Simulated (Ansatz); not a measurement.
Consider Tl2OsF6 (started from the K2PtCl6 type) (Fm-3m).

The structure was built from a prototype and need not be the compound's stable phase.

Symmetry: Fm-3m, No. 225, cubic system. Conventional cell: a = 8.553 Å, b = 8.553 Å, c = 8.553 Å, α = 90.00°, β = 90.00°, γ = 90.00°. Nearest to Tl lie 12 F at 3.03 Å. Os has 6 F at 1.95 Å nearest. F has 1 Os at 1.95 Å nearest. Farther neighbours and most contacts between anions are not listed.

```yaml
crystal:
  lattice:
    - [0.00000, 4.27669, 4.27669]
    - [4.27669, 0.00000, 4.27669]
    - [4.27669, 4.27669, 0.00000]
  atoms:
    - { symbol: Tl, position: [0.25000, 0.25000, 0.25000] }
    - { symbol: Tl, position: [0.75000, 0.75000, 0.75000] }
    - { symbol: Os, position: [0.00000, 0.00000, 0.00000] }
    - { symbol: F, position: [0.22755, 0.22755, 0.77245] }
    - { symbol: F, position: [0.77245, 0.77245, 0.22755] }
    - { symbol: F, position: [0.22755, 0.77245, 0.22755] }
    - { symbol: F, position: [0.77245, 0.22755, 0.77245] }
    - { symbol: F, position: [0.77245, 0.22755, 0.22755] }
    - { symbol: F, position: [0.22755, 0.77245, 0.77245] }
```

The structure was relaxed with PBEsol. The structure type comes from a generator and need not be one that this composition takes. The structure was generated from a model, not taken from a measurement. The runs that relaxed it are not among those shown. The program's search for lower electronic states was switched off, so nothing shows that the state found is the lowest. Spin-orbit coupling is left out unless a run names it. PAW set soft_2, made with PBE.

A constrained-RPA run (Ansatz 0.2.0; non-magnetic PBEsol; Os t2g, bands v2 to c1, 4×4×4 mesh, medium accuracy) builds 3 functions on bands 0.25 eV wide, with 4.0 electrons in the window. The bare on-site interaction is 12.2 eV and the bare J 0.43 eV.

Question: What U and J survive the screening?

On the Os t2g shell, U = 4.46 eV (37 % of the bare value), U′ = 3.75 eV, J = 0.30 eV.

The parent state is non-magnetic and the interaction static (zero frequency); U depends on the window and the orbitals, so it belongs to this model alone. Spin-orbit coupling, which is strong for atoms this heavy, is left out.

[Paths, hosts, dates, memory and timing lines, banners, echoed tables and standing remarks are left out of the program output.]

[Logs are printed without paths, hosts, clocks, repeated set-up lines and the standing remarks that a program may print on its own settings, such as how far it seeks lower states.]

[Runs of the session that timed out or met a known fault of the program may be left out.]

[Hosts, paths, dates, database ids (printed as entryN), source tags and the programs' standing remarks are cut or masked in the printed files.]
